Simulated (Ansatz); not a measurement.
# HfGe (model cell, started as wurtzite): the cell at rest

Task: relax HfGe (model cell, started as wurtzite) tightly.

Calculated with Ansatz 0.2.0; DFT PBEsol, scalar-relativistic, plane waves, norm-conserving pseudopotentials.

The structure was built from a prototype and need not be the compound's stable phase.

## 1. Starting point

Symmetry: P6_3mc, No. 186, hexagonal system. The conventional cell has a = 4.160 Å, b = 4.160 Å, c = 6.793 Å, α = 90.00°, β = 90.00°, γ = 120.00°. Nearest to Hf lie 4 Ge at 2.55 Å. Nearest to Ge lie 4 Hf at 2.55 Å. Farther neighbours are not listed.

## 2. Probe on a coarse mesh

First a cheap look: the gap decides the mesh and the occupations, the pressure tells how far the cell has to move.

Contents of input.yaml:

```yaml
crystal:
  lattice:
    - [4.15989, 0.0, 0.0]
    - [-2.07994, 3.60257, 0.0]
    - [0.0, 0.0, 6.7931]
  atoms:
    - { symbol: Hf, position: [0.333333, 0.666667, 0.0] }
    - { symbol: Hf, position: [0.666667, 0.333333, 0.5] }
    - { symbol: Ge, position: [0.333333, 0.666667, 0.375] }
    - { symbol: Ge, position: [0.666667, 0.333333, 0.875] }
kpoints:
  mp_grid: { grid: [6, 6, 4] }
hamiltonian:
  xc: pbesol
  pseudopotentials: { kind: nc }
scf:
  occupations: { method: gaussian, width: 0.1 }
output:
  forces: true
  stress: true
  eigenvalues: true
```

Command:

```bash
> ansatz run input.yaml --threads 4 --pin off --max-ram 7168MiB --backend cpu --events-out ev --progress --plain --runs-dir out
```

Numbers of over 12 decimals in the logs are rounded to 6 here.

The program printed:

```text
[...]
k-point 0: bands = [... 22 lower, 8.0629, 8.0629, 8.4053, 8.4053, 10.6855, 10.6855, 11.5415, 11.8919, ... 1 higher]
  k-point 1: bands = [... 22 lower, 8.0806, 8.0806, 8.3195, 8.3195, 10.9123, 10.9123, 11.8203, 11.8203, ... 1 higher]
  k-point 2: bands = [... 22 lower, 8.1675, 8.1675, 8.1675, 8.1675, 11.4285, 11.4285, 11.4285, 11.4285, ... 1 higher]
  k-point 20: bands = [... 22 lower, 7.4442, 7.4442, 9.1403, 9.1403, 10.4236, 10.4236, 11.6190, 11.6190, ... 1 higher]
[key lines of the parts left out:]
SCF converged after 8 iterations
Free energy (F): -7921.594074 eV
Fermi energy:    9.530950 eV
P = ⅓ Tr σ = 5.0641 GPa (50.641 kbar)
```

It took 5.3 s on 4 threads of Arm Neoverse V1, shared host; peak memory 0.61 GiB.

This step gave:

```
pressure           : 5.064 GPa
volume per atom    : 25.45 Å³
gap on the k-mesh  : 0.2732 eV
direct gap on mesh : 0.4503 eV
```

The coarse mesh shows a gap of 0.27 eV and a pressure of 5.1 GPa.

## 3. Bringing the structure to rest, k-mesh 9×9×6, smearing width 0.01 eV

Harmonic phonons are second derivatives at a point where the forces vanish, and they are wanted at zero stress, so atoms and cell are relaxed first.

input.yaml, the sections that differ from step 2:

```yaml
kpoints:
  mp_grid: { grid: [9, 9, 6] }
scf:
  occupations: { method: gaussian, width: 0.01 }
relax:
  adjacent_minimum: "off"
  f_tol: 0.005
  max_steps: 80
  cell: { stress_tol: 0.05 }
# crystal, hamiltonian, output: as in step 2
```

The program printed:

```text
[...]
Crystal: 4 atoms, lattice volume = 101.803 Å³
Basis set: ecut = 1061.244064 eV, 8005 PW (Γ), exchange–correlation on 90×90×150 points (8 copies of the dense FFT grid, shifted against one another)
Bands: 32, of which v1, the nominal top of the filled ones, is band 26 counted from 1 (25 counted from 0)
Symmetry: 12 space group operations
[...]
k-points: 48 of 486 (time reversal used)
[...]
SCF iter   1: F=—  HF=-7922.083240 eV  |F-HF|=—  |Δ(HF+E_count)|=         —  Δρ=4.93e-2  dr2=1.54e0  ethr=3.10e-3  ⟨swp⟩=7.3  Hψ=7106  notcnv=0
[...]
SCF iter   8: F=-7921.594861 eV  HF=-7921.594861 eV  |F-HF|=5.65e-9  |Δ(HF+E_count)|=   8.25e-8  Δρ=4.94e-6  dr2=9.46e-9  ethr=1.92e-10  ⟨swp⟩=13.3  Hψ=8197  notcnv=0
SCF 1 converged in 8 iterations: F = -7921.594861 eV  dr2 = 9.46e-9
relax step   1: F+E_penalty+E_count = -7921.59486143 eV  Δ(F+E_penalty+E_count) = +0.000e0 eV  max|allowed force component| = 2.903e-1 eV/Å  Δτ_max = 0.0000 Å  P = +5.065 GPa  Ω = 101.803 Å³  (8 SCF iters, dr2 threshold 1.00e-7 eV, accepted)
Crystal: 4 atoms, lattice volume = 110.490 Å³
Basis set: ecut = 1061.244064 eV, 8681 PW (Γ), exchange–correlation on 90×90×150 points (8 copies of the dense FFT grid, shifted against one another)
[...]
iter 1 solved again at ethr=1.27e-4 eV; its pass at ethr=3.10e-3 eV (dr2=6.58e-2 eV) is discarded
[...]
SCF iter   7: F=-7921.855991 eV  HF=-7921.855991 eV  |F-HF|=5.36e-9  |Δ(HF+E_count)|=   3.02e-7  Δρ=4.88e-6  dr2=2.39e-8  ethr=7.69e-10  ⟨swp⟩=7.9  Hψ=7930  notcnv=0
SCF 2 converged in 7 iterations: F = -7921.855991 eV  dr2 = 2.39e-8
relax step   2: F+E_penalty+E_count = -7921.85599057 eV  Δ(F+E_penalty+E_count) = -2.611e-1 eV  max|allowed force component| = 3.581e-1 eV/Å  Δτ_max = 0.0577 Å  P = -2.252 GPa  Ω = 110.490 Å³  energy of the carried Pulay correction = -7.213e-4 eV  (7 SCF iters, dr2 threshold 4.00e-7 eV, accepted)
Crystal: 4 atoms, lattice volume = 109.330 Å³
Basis set: ecut = 1061.244064 eV, 8607 PW (Γ), exchange–correlation on 90×90×150 points (8 copies of the dense FFT grid, shifted against one another)
[...]
SCF iter   7: F=-7922.183707 eV  HF=-7922.183707 eV  |F-HF|=8.33e-9  |Δ(HF+E_count)|=   3.79e-7  Δρ=3.77e-6  dr2=1.57e-8  ethr=7.69e-10  ⟨swp⟩=7.3  Hψ=7389  notcnv=0
SCF 3 converged in 7 iterations: F = -7922.183707 eV  dr2 = 1.57e-8
relax step   3: F+E_penalty+E_count = -7922.18370668 eV  Δ(F+E_penalty+E_count) = -3.277e-1 eV  max|allowed force component| = 5.372e-1 eV/Å  Δτ_max = 0.0744 Å  P = -3.769 GPa  Ω = 109.330 Å³  energy of the carried Pulay correction = -6.284e-4 eV  (7 SCF iters, dr2 threshold 4.00e-7 eV, accepted)
[... from here on, the SCF cycles and remarks between the steps are left out ...]
relax step   4: F+E_penalty+E_count = -7922.68374570 eV  Δ(F+E_penalty+E_count) = -5.000e-1 eV  max|allowed force component| = 6.788e-1 eV/Å  Δτ_max = 0.0798 Å  P = -4.990 GPa  Ω = 106.441 Å³  energy of the carried Pulay correction = -3.926e-4 eV  (6 SCF iters, dr2 threshold 4.00e-7 eV, accepted)
relax step   5: F+E_penalty+E_count = -7923.30731139 eV  Δ(F+E_penalty+E_count) = -6.236e-1 eV  max|allowed force component| = 7.240e-1 eV/Å  Δτ_max = 0.0874 Å  P = -5.523 GPa  Ω = 102.631 Å³  energy of the carried Pulay correction = -7.137e-5 eV  (6 SCF iters, dr2 threshold 4.00e-7 eV, accepted)
relax step   6: F+E_penalty+E_count = -7923.81704233 eV  Δ(F+E_penalty+E_count) = -5.097e-1 eV  max|allowed force component| = 4.697e-1 eV/Å  Δτ_max = 0.0821 Å  P = -1.959 GPa  Ω = 96.577 Å³  energy of the carried Pulay correction = +4.644e-4 eV  (6 SCF iters, dr2 threshold 4.00e-7 eV, accepted)
relax step   7: F+E_penalty+E_count = -7923.87542352 eV  Δ(F+E_penalty+E_count) = -5.838e-2 eV  max|allowed force component| = 1.033e-3 eV/Å  Δτ_max = 0.0434 Å  P = +0.263 GPa  Ω = 94.431 Å³  energy of the carried Pulay correction = +6.623e-4 eV  (5 SCF iters, dr2 threshold 4.00e-7 eV, accepted)
relax step   8: F+E_penalty+E_count = -7923.87918989 eV  Δ(F+E_penalty+E_count) = -3.766e-3 eV  max|allowed force component| = 5.688e-5 eV/Å  Δτ_max = 0.0001 Å  P = +0.035 GPa  Ω = 94.580 Å³  energy of the carried Pulay correction = +6.484e-4 eV  (4 SCF iters, dr2 threshold 4.00e-7 eV, accepted)
relax step   9: F+E_penalty+E_count = -7923.87930823 eV  Δ(F+E_penalty+E_count) = -1.183e-4 eV  max|allowed force component| = 6.106e-6 eV/Å  Δτ_max = 0.0000 Å  P = +0.002 GPa  Ω = 94.612 Å³  energy of the carried Pulay correction = +6.454e-4 eV  (3 SCF iters, dr2 threshold 1.50e-7 eV, accepted)
relax step  10: F+E_penalty+E_count = -7923.92059317 eV  Δ(F+E_penalty+E_count) = -4.128e-2 eV  max|allowed force component| = 5.448e-6 eV/Å  Δτ_max = 0.0000 Å  P = +1.158 GPa  Ω = 94.612 Å³  stress off target by 1.71e0 GPa  SCF on the basis re-selected at this cell (its energy is not comparable with the rows above)  (6 SCF iters)
relax step  11: F+E_penalty+E_count = -7923.92723999 eV  Δ(F+E_penalty+E_count) = -6.647e-3 eV  max|allowed force component| = 2.349e-4 eV/Å  Δτ_max = 0.0000 Å  P = +0.208 GPa  Ω = 95.660 Å³  energy of the carried Pulay correction = -9.840e-5 eV  (4 SCF iters, dr2 threshold 4.00e-7 eV, accepted)
relax step  12: F+E_penalty+E_count = -7923.92749177 eV  Δ(F+E_penalty+E_count) = -2.518e-4 eV  max|allowed force component| = 5.675e-5 eV/Å  Δτ_max = 0.0000 Å  P = +0.002 GPa  Ω = 95.901 Å³  energy of the carried Pulay correction = -1.209e-4 eV  (3 SCF iters, dr2 threshold 2.70e-7 eV, accepted)
[...]
SCF iter   4: F=-7923.927660 eV  HF=-7923.927660 eV  |F-HF|=1.82e-12  |Δ(HF+E_count)|=  1.54e-10  Δρ=2.65e-7  dr2=3.32e-11  ethr=1.00e-12  ⟨swp⟩=5.6  Hψ=9691  notcnv=0
SCF 13 converged in 4 iterations: F = -7923.927660 eV  dr2 = 3.32e-11
relax step  13: F+E_penalty+E_count = -7923.92765996 eV  Δ(F+E_penalty+E_count) = -1.682e-4 eV  max|allowed force component| = 5.776e-5 eV/Å  Δτ_max = 0.0000 Å  P = +0.012 GPa  Ω = 95.901 Å³  stress off target by 2.04e-2 GPa  SCF on the basis re-selected at this cell (its energy is not comparable with the rows above)  (4 SCF iters)
[...]
SCF converged after 4 iterations
Free energy (F): -7923.927660 eV
[...]
Internal energy: -7923.927590 eV  (E = F + TS)
E sigma→0 (E₀):  -7923.927625 eV
Entropy (-TS):   -0.000070 eV (-0.017 meV/atom)
Fermi energy:    10.457239 eV
[...]
--- Forces (eV/Å), atoms counted from 1 ---
  atom   1  Hf     0.00000000     0.00000000    -0.00005778
  atom   2  Hf    -0.00000000    -0.00000000    -0.00005778
  atom   3  Ge     0.00000000    -0.00000000     0.00005774
  atom   4  Ge    -0.00000000     0.00000000     0.00005774
  max |Σ_I F_I| component: 8.27e-8 eV/Å
--- Stress (GPa, compression-positive) ---
        0.020415       0.000000      -0.000000
       -0.000000       0.020415      -0.000000
       -0.000000      -0.000000      -0.006108
  P = ⅓ Tr σ = 0.0116 GPa (0.116 kbar)
--- Band table (eV; the first three rows and the last of 48) ---
  k-point 0: bands = [... 22 lower, 8.5044, 8.8131, 8.8131, 10.8437, 10.8437, 11.8404, 13.2548, 13.2661, ... 2 higher]
  k-point 1: bands = [... 22 lower, 8.4290, 8.6357, 8.6357, 10.8811, 11.2283, 11.2283, 12.9170, 13.4391, ... 2 higher]
  k-point 2: bands = [... 22 lower, 8.2926, 8.3693, 8.3693, 9.2018, 12.0757, 12.0757, 13.2129, 13.5670, ... 2 higher]
  k-point 47: bands = [... 22 lower, 8.3054, 8.3054, 9.3592, 9.3592, 11.2759, 11.2759, 13.3145, 13.3145, ... 2 higher]
--- Relaxed structure (11 steps of the walk, 11 accepted, 2 SCFs on fresh bases) ---
  F+E_penalty+E_count = -7923.92765996 eV   max|allowed force component| = 5.776e-5 eV/Å   (the final SCF, on the basis selected at the relaxed cell)
  cell:  # Å, volume = 95.9012 Å³
    - [4.581851, -3.179571021934267e-6, 0]
    - [-2.290923, 3.968001, 0]
    - [0, 0, 5.274867]
  atoms:
    - { symbol: Hf, position: [0.333333, 0.666667, -0.062499] }
    - { symbol: Hf, position: [0.666667, 0.333333, 0.437501] }
    - { symbol: Ge, position: [0.333333, 0.666667, 0.437499] }
    - { symbol: Ge, position: [0.666667, 0.333333, 0.937499] }
```

Wall time 2.9 min (4 threads); peak memory 0.87 GiB.

Step by step:

```csv
step,energy less that of the first step (eV),largest force component (eV/Å),pressure (GPa),volume (Å³)
1,0.0000,0.2903,5.07,101.80
2,-0.2611,0.3581,-2.25,110.49
3,-0.5888,0.5372,-3.77,109.33
4,-1.0889,0.6788,-4.99,106.44
5,-1.7124,0.7240,-5.52,102.63
6,-2.2222,0.4697,-1.96,96.58
7,-2.2806,0.0010,0.26,94.43
8,-2.2843,0.0001,0.03,94.58
9,-2.2844,0.0000,0.00,94.61
10*,-2.3257,0.0000,1.16,94.61
11,-2.3324,0.0002,0.21,95.66
12,-2.3326,0.0001,0.00,95.90
13*,-2.3328,0.0001,0.01,95.90
```

Relaxation steps marked * repeat the geometry before them on a plane-wave basis chosen anew for their cell, so energy and pressure can jump there.

The run keeps the 12 symmetry operations that it works with, so distortions that break them were not tested.

```
     cell as run  before  after   change
           a (Å)   4.160  4.582  +10.1 %
           b (Å)   4.160  4.582  +10.1 %
           c (Å)   6.793  5.275  -22.3 %
volume (Å³/atom)   25.45  23.98   -5.8 %
```

The atoms that moved most (Å, as changes of fractional coordinates times the final cell):

```csv
atom,dx,dy,dz,length
Hf1,0.000,0.000,-0.330,0.330
Ge4,0.000,0.000,0.330,0.330
Ge3,0.000,0.000,0.330,0.330
Hf2,0.000,0.000,-0.330,0.330
```

The relaxed structure:

```xyz
4
Lattice="4.5819 0.0000 0.0000 -2.2909 3.9680 0.0000 0.0000 0.0000 5.2749" Properties=species:S:1:pos:R:3 pbc="T T T"
Hf    0.0000    2.6453   -0.3297
Hf    2.2909    1.3227    2.3078
Ge    0.0000    2.6453    2.3078
Ge    2.2909    1.3227    4.9452
```

This step gave:

| Item | Value |
| --- | --- |
| pressure | 0.01157 GPa |
| volume per atom | 23.98 Å³ |
| gap on the k-mesh | 0 eV |

In this step the volume went from 25.45 to 23.98 Å³/atom.

## 4. Relaxation, k-mesh 12×12×8, smearing width 0.1 eV

The relaxation is repeated from its end, on the mesh and smearing that suit the cell and gap now reached.

input.yaml, the sections that differ from step 3:

```yaml
crystal:
  lattice:
    - [4.581851136, -3.1796e-06, 0.0]
    - [-2.2909228144, 3.9680010699, 0.0]
    - [0.0, 0.0, 5.2748665195]
  atoms:
    - { symbol: Hf, position: [0.3333333333, 0.6666666667, -0.0624993963] }
    - { symbol: Hf, position: [0.6666666667, 0.3333333333, 0.4375006037] }
    - { symbol: Ge, position: [0.3333333333, 0.6666666667, 0.4374993963] }
    - { symbol: Ge, position: [0.6666666667, 0.3333333333, 0.9374993963] }
kpoints:
  mp_grid: { grid: [12, 12, 8] }
scf:
  occupations: { method: gaussian, width: 0.1 }
# hamiltonian, output, relax: as in step 3
```

The program printed:

```text
[...]
Crystal: 4 atoms, lattice volume = 95.901 Å³
Basis set: ecut = 1061.244064 eV, 7433 PW (Γ), exchange–correlation on 100×100×120 points (8 copies of the dense FFT grid, shifted against one another)
Bands: 32, of which v1, the nominal top of the filled ones, is band 26 counted from 1 (25 counted from 0)
Symmetry: 24 space group operations
[...]
--- Relaxed structure (3 steps of the walk, 3 accepted, 1 SCFs on fresh bases) ---
[...]
cell:  # Å, volume = 95.9808 Å³
    - [4.582628, -3.180130701690286e-6, 0]
    - [-2.291311, 3.968674, 0]
    - [0, 0, 5.277454]
  atoms:
    - { symbol: Hf, position: [0.333333, 0.666667, -0.062500] }
    - { symbol: Hf, position: [0.666667, 0.333333, 0.437500] }
    - { symbol: Ge, position: [0.333333, 0.666667, 0.437500] }
    - { symbol: Ge, position: [0.666667, 0.333333, 0.937500] }
[key lines of the parts left out:]
SCF converged after 5 iterations
Free energy (F): -7923.934829 eV
Fermi energy:    10.397924 eV
P = ⅓ Tr σ = 0.0002 GPa (0.002 kbar)
```

Wall time 83 s (4 threads); peak memory 1.1 GiB; 5.5 min of CPU time.

Little changed from the start: no atom moved by 0.005 Å and no cell edge by 0.1 %.

Numbers from this step:

```
pressure        : 2.00e-4 GPa
volume per atom : 24.00 Å³
```

In this step the volume went from 23.98 to 24.00 Å³/atom.

## 5. Tight relaxation

Phonons need a cell at rest on their own settings, so the relaxation is repeated with tight tolerances on forces and stress, using the mesh and the filling of the phonon run that follows.

input.yaml, the sections that differ from step 4:

```yaml
crystal:
  lattice:
    - [4.5826278453, -3.1801e-06, 0.0]
    - [-2.2913111686, 3.9686737202, 0.0]
    - [0.0, 0.0, 5.2774538066]
  atoms:
    - { symbol: Hf, position: [0.3333333333, 0.6666666667, -0.0625] }
    - { symbol: Hf, position: [0.6666666667, 0.3333333333, 0.4375] }
    - { symbol: Ge, position: [0.3333333333, 0.6666666667, 0.4375] }
    - { symbol: Ge, position: [0.6666666667, 0.3333333333, 0.9375] }
scf:
  occupations: { method: methfessel_paxton, width: 0.2 }
relax:
  adjacent_minimum: "off"
  f_tol: 0.001
  max_steps: 60
  cell: { stress_tol: 0.01 }
# kpoints, hamiltonian, output: as in step 4
```

The program printed:

```text
[...]
Crystal: 4 atoms, lattice volume = 95.981 Å³
Basis set: ecut = 1061.244064 eV, 7433 PW (Γ), exchange–correlation on 100×100×120 points (8 copies of the dense FFT grid, shifted against one another)
Bands: 32, of which v1, the nominal top of the filled ones, is band 26 counted from 1 (25 counted from 0)
[... 1 set-up line as in the run before ...]
[...]
k-points: 95 of 1152
[...]
--- Relaxed structure (1 steps of the walk, 1 accepted, 1 SCFs on fresh bases) ---
[...]
cell:  # Å, volume = 95.9808 Å³
    - [4.582628, -3.1801015088540487e-6, 0.0]
    - [-2.291311, 3.968674, 0.0]
    - [0.0, 0.0, 5.2774538066]
  atoms:
    - { symbol: Hf, position: [0.333333, 0.666667, -0.0625] }
    - { symbol: Hf, position: [0.666667, 0.333333, 0.4375] }
    - { symbol: Ge, position: [0.333333, 0.666667, 0.4375] }
    - { symbol: Ge, position: [0.666667, 0.333333, 0.9375] }
[key lines of the parts left out:]
SCF converged after 7 iterations
Free energy (F): -7923.933475 eV
Fermi energy:    10.403865 eV
P = ⅓ Tr σ = -0.0047 GPa (-0.047 kbar)
```

It took 59 s on 4 threads; peak memory 1.1 GiB; 3.9 min of CPU time.

Little changed from the start: no atom moved by 0.005 Å and no cell edge by 0.1 %.

This step gave:

```
pressure : -0.004711 GPa
```

The forces vanish by symmetry and the pressure is -0.005 GPa, within the tolerances set. The cell now holds 24.00 Å³/atom. Within 0.01 Å the structure now has space group P6_3/mmc, not the P6_3mc of the start.

## 6. What came out

```yaml
space_group_after_relaxation_within_0p01_a: P6_3/mmc
lattice_constant_a: 4.583 Å
lattice_constant_b: 4.583 Å
lattice_constant_c: 5.277 Å
volume_per_atom: 24.0 Å³
```

The forces vanish by symmetry and the pressure is -0.005 GPa, within the tolerances set. The cell now holds 24.00 Å³/atom. Within 0.01 Å the structure now has space group P6_3/mmc, not the P6_3mc of the start. The relaxation keeps the symmetry of its start, so it says nothing on stability against lower symmetry. The relaxed cell left the space group of the starting entry, even within 0.1 Å, so it may not be the phase that the entry, or a measurement on it, describes. Spin-orbit coupling is left out, which can matter for the heavy elements here. The starting cell was built on a prototype and not taken from a measurement, so the phase need not exist.

[Logs are printed without paths, hosts, clocks, repeated set-up lines and the standing remarks that a program may print on its own settings, such as how far it seeks lower states.]

[Hosts, paths, dates, database ids (printed as entryN), source tags and the programs' standing remarks are cut or masked in the printed files.]
